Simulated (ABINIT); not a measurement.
# Quasiparticle gap of CdF2 (Fm-3m) in ABINIT, part 3 of 3

Aim: the G0W0 gap of CdF2 (Fm-3m) on PBE, step by step.

ABINIT 10.8.3; PBE and many-body steps on it, plane waves. Known limits of the many-body steps: not at the basis limit; d shell near the gap, gap tends to lie low; no spin-orbit coupling; coarse k mesh.

So far. Step 4 (Empty states on the mesh, 4×4×4 mesh, 127 bands): On this mesh the gap is 3.124 eV. Step 5 (Screening, 4×4×4 mesh, 119 bands, screening to 163.3 eV): Local fields lower ε∞ by 5 %. On a Γ-centred mesh this coarse the value itself is usually too large, while a short band sum pulls it down.

### 6. Self-energy, 4×4×4 mesh, 119 bands, screening to 163.3 eV

The self-energy is evaluated for the states that the input lists, and the levels follow from it, in one-shot runs by the linearised quasiparticle equation.

This step: G0W0 on PBE, plane waves, norm-conserving pseudopotentials.

File run.abi:

```
acell 3*1.0 Angstrom
rprim 
  0.000000000000 2.694000000000 2.694000000000
  2.694000000000 -0.000000000000 2.694000000000
  2.694000000000 2.694000000000 -0.000000000000
ntypat 2
znucl 48 9
natom 3
typat 1 2 2
xred 
  0.000000000000 0.000000000000 0.000000000000
  0.250000000000 0.250000000000 0.250000000000
  0.750000000000 0.750000000000 0.750000000000
pp_dirpath "pseudos"
pseudos "Cd.upf, F.upf"
ecut 47
ngkpt 4 4 4
nshiftk 1
shiftk 0 0 0
kptopt 1
chksymbreak 0
istwfk *1
occopt 1
irdwfk 1
optdriver 4
nband 119
gwcalctyp 0
ecutsigx 47
symsigma 1
nkptgw 2
kptgw 
  -0.2500000000 0.5000000000 0.2500000000
  0.0000000000 0.0000000000 0.0000000000
bdgw 
  16 19
  15 21
ecuteps 6
irdscr 1
ppmodel 1
indata_prefix "in"
outdata_prefix "out"
tmpdata_prefix "tmp"
```

Launch:

```bash
$ OMP_NUM_THREADS=1 mpirun -n 4 abinit run.abi > log
```

Numbers of over 12 decimals in the logs are rounded to 6 here.

What it wrote:

```text
.Version 10.8.3 of ABINIT. v10.8.2 released Aug 2026.

 Symmetries : space group Fm -3 m (#225); Bravais cF (face-center cubic)
[... echo of the input left out ...]
== DATASET  1 ==================================================================
-   mpi_nproc: 4, omp_nthreads: 1 (-1 if OMP is not activated)

--- !DatasetInfo
iteration_state: {dtset: 1, }
dimensions: {natom: 3, nkpt: 8, mband: 119, nsppol: 1, nspinor: 1, nspden: 1, mpw: 4092, }
cutoff_energies: {ecut:  47.0, pawecutdg:  -1.0, }
electrons: {nelect:   3.40000000E+01, charge:   0.00000000E+00, occopt:   1.00000000E+00, tsmear:   1.00000000E-02, }

 SIGMA: Calculation of the GW corrections

 Based on a program developped by R.W. Godby, V. Olevano, G. Onida, and L. Reining.
 Incorporated in ABINIT by V. Olevano, G.-M. Rignanese, and M. Torrent.
.Using double precision arithmetic ; gwpc =  8

[... cell and pseudopotentials left out ...]
--------------------------------------------------------------------------------

 ==== K-mesh for the wavefunctions ====
 Number of points in the irreducible wedge :     8
[... list of points left out ...]
 Together with 48 symmetry operations and time-reversal symmetry
 yields    64 points in the full Brillouin Zone.

 ==== Q-mesh for screening function ====
 Number of points in the irreducible wedge :     8
[... list of points left out ...]
 Together with 48 symmetry operations and time-reversal symmetry
 yields    64 points in the full Brillouin Zone.

 vcoul_init : cutoff-mode = AUXILIARY_FUNCTION
 q-points for optical limit:   1
     1)      0.000010    0.000020    0.000030
 setmesh: FFT mesh size selected  =    45x   45x   45
          total number of points  =        91125

 Number of electrons calculated from density =   34.0000; Expected =   34.0000
 average of density, n =  0.128843
 r_s =    1.2282
 omega_plasma =   34.6246 [eV]

 === KS Band Gaps ===
  >>>> For spin  1
   Minimum direct gap =   3.6194 [eV], located at k-point      :   0.0000  0.0000  0.0000
   Fundamental gap    =   3.1240 [eV], Top of valence bands at :  -0.2500  0.5000  0.2500
                                       Bottom of conduction at :   0.0000  0.0000  0.0000
 SIGMA fundamental parameters:
 PLASMON POLE MODEL  1
 number of plane-waves for SigmaX                 4015
 number of plane-waves for SigmaC and W            169
 number of plane-waves for wavefunctions          4015
 number of bands                                   119
 number of independent spin polarizations            1
 number of spinorial components                      1
 number of k-points in IBZ                           8
 number of q-points in IBZ                           8
 number of symmetry operations                      48
 number of k-points in BZ                           64
 number of q-points in BZ                           64
 number of frequencies for dSigma/dE                 9
 frequency step for dSigma/dE [eV]                0.25
 number of omega for Sigma on real axis              0
 max omega for Sigma on real axis  [eV]           0.00
 zcut for avoiding poles [eV]                     0.10

 EPSILON^-1 parameters (SCR file):
 dimension of the eps^-1 matrix on file            169
 dimension of the eps^-1 matrix used               169
 number of plane-waves for wavefunctions          4015
 number of bands                                   119
 number of q-points in IBZ                           8
 number of frequencies                               2
 number of real frequencies                          1
 number of imag frequencies                          1

 matrix elements of self-energy operator (all in [eV])

 Perturbative Calculation

--- !SelfEnergy_ee
iteration_state: {dtset: 1, }
kpoint     : [  -0.250,    0.500,    0.250, ]
spin       : 1
KS_gap     :    8.101
QP_gap     :   11.348
Delta_QP_KS:    3.247
data: !SigmaeeData |
     Band     E0 <VxcDFT>   SigX SigC(E0)      Z dSigC/dE  Sig(E)    E-E0       E
       16   2.536 -23.138 -30.563   5.707   0.793  -0.260 -24.501  -1.363   1.173
       17   3.135 -24.392 -31.575   5.529   0.804  -0.243 -25.723  -1.330   1.805
       18  11.236 -16.752 -10.745  -3.766   0.855  -0.169 -14.835   1.917  13.153
       19  14.664 -10.958  -6.360  -3.502   0.871  -0.148 -10.003   0.955  15.618

--- !SelfEnergy_ee
iteration_state: {dtset: 1, }
kpoint     : [   0.000,    0.000,    0.000, ]
spin       : 1
KS_gap     :    3.619
QP_gap     :    6.071
Delta_QP_KS:    2.452
data: !SigmaeeData |
     Band     E0 <VxcDFT>   SigX SigC(E0)      Z dSigC/dE  Sig(E)    E-E0       E
       15   2.640 -24.993 -32.322   5.377   0.817  -0.224 -26.588  -1.595   1.045
       16   2.640 -24.993 -32.322   5.377   0.817  -0.224 -26.588  -1.595   1.045
       17   2.640 -24.993 -32.322   5.377   0.817  -0.224 -26.588  -1.595   1.045
       18   6.259 -12.403  -7.938  -3.486   0.875  -0.143 -11.546   0.857   7.116
       19  15.876 -10.202  -4.669  -4.280   0.878  -0.140  -9.103   1.100  16.975
       20  15.876 -10.202  -4.669  -4.280   0.878  -0.140  -9.103   1.100  16.975
       21  15.876 -10.202  -4.669  -4.280   0.878  -0.140  -9.103   1.100  16.975

== END DATASET(S) ==============================================================
================================================================================

 -outvars: echo values of variables after computation  --------
           etotal      0.0000000000E+00
            nband         119
             nkpt           8
          spgroup         225
 [... the other variables as echoed above ...]

 Calculation completed.
```

It took 9.5 s on 4 MPI ranks of Arm Neoverse V1, shared host; peak memory 0.93 GiB.

This step gave:

```yaml
g0w0_gap_on_the_points_computed: 5.311 eV
starting_gap_on_the_mesh: 3.124 eV
k_of_the_valence_top: -0.25, 0.5, 0.25
k_of_the_conduction_bottom: 0, 0, 0
z_at_the_valence_top: 0.804
z_at_the_conduction_bottom: 0.875
least_direct_g0w0_gap_on_the_computed_points: 6.071 eV
```

The gap on the mesh goes from 3.12 eV to 5.31 eV, a correction of +2.19 eV.

Limits: finite bands, cutoff and mesh; d shell near the gap, gap tends to lie low; no spin-orbit coupling; coarse k mesh. v1 is the top filled band, c1 the lowest empty one. Levels before and after the correction, in eV, zero at the valence-band top of each column:

```
           conduction bottom  valence top
Kohn-Sham               3.12         0.00
     G0W0               5.31         0.00
```

```
                         level  energy (eV)
Kohn-Sham  (-0.25 0.5 0.25) v2       -0.599
Kohn-Sham  (-0.25 0.5 0.25) v1        0.000
Kohn-Sham  (-0.25 0.5 0.25) c1        8.101
Kohn-Sham  (-0.25 0.5 0.25) c2       11.529
Kohn-Sham              Γ v3-v1       -0.495
Kohn-Sham                 Γ c1        3.124
Kohn-Sham              Γ c2-c4       12.741
     G0W0  (-0.25 0.5 0.25) v2       -0.632
     G0W0  (-0.25 0.5 0.25) v1        0.000
     G0W0  (-0.25 0.5 0.25) c1       11.348
     G0W0  (-0.25 0.5 0.25) c2       13.813
     G0W0              Γ v3-v1       -0.760
     G0W0                 Γ c1        5.311
     G0W0              Γ c2-c4       15.170
```

### 7. Where the time went

Times are wall times on 4 MPI ranks of Arm Neoverse V1, shared host, good to a factor of about two.

| step | time | share | memory (GiB) |
| --- | --- | --- | --- |
| ground state | 17 s | 9 % | 0.35 |
| bands along the symmetry lines | 24 s | 12 % | 0.34 |
| empty states on the mesh | 1.7 min | 52 % | 3.8 |
| screening | 44 s | 22 % | 1.0 |
| self-energy | 9.5 s | 5 % | 0.93 |

### 8. Outcome

* PBE gap: 3.12 eV, indirect
* G0W0 gap on the mesh: 5.31 eV
* GW settings: 4×4×4 mesh, 119 bands, screening to 163.3 eV, Godby-Needs plasmon pole
* known limits: not at the basis limit; d shell near the gap, gap tends to lie low; no spin-orbit coupling; coarse k mesh

In words: G0W0 moves the gap on the mesh from 3.12 eV to 5.31 eV (+2.19 eV), with Z of 0.80 and 0.88 at the edges. Local fields lower the RPA ε∞ on this mesh from 2.92 to 2.76; a Γ-centred mesh this coarse tends to raise both, most where the direct gap is narrow, while a short band sum lowers them. Only 2 of the mesh's irreducible points were corrected, so a valley elsewhere could overtake. The dearest step here is «empty states on the mesh». Bands and cutoff are finite, so the gap is not at the basis limit. The miss can reach some tenths of an eV and take either sign; the mesh is an error of its own. In the G0W0 run levels were corrected at 2 k points alone, so a gap called «on the mesh» is the least over those, and an edge elsewhere would be missed. The 4×4×4 mesh is coarse for this cell, which bears on the long-range parts of exchange and screening. A d shell, filled or nearly so, lies near the gap. One-shot GW converges very slowly in bands there, not always from below, and on a semilocal start the gap tends to come out low; starts rich in exact exchange can overshoot instead. The many-body steps are scalar-relativistic: spin-orbit coupling is not in them.

[Paths, hosts, dates, memory and timing lines, banners, echoed tables and standing remarks are left out of the program output.]

[Logs are printed without paths, hosts, clocks, repeated set-up lines and the standing remarks that a program may print on its own settings, such as how far it seeks lower states.]

[Runs of the session that timed out or met a known fault of the program may be left out.]

[Hosts, paths, dates, database ids (printed as entryN), source tags and the programs' standing remarks are cut or masked in the printed files.]

[G0W0 gaps are taken among the corrected bands and points alone; a level outside them can change the order at an edge.]

[Where Ansatz stands beside ABINIT at settings called matched, ABINIT's density can come from a denser mesh and the files from another edition; pairs whose starting gaps differed by over 0.03 eV were left out, so agreement reads better than it is.]
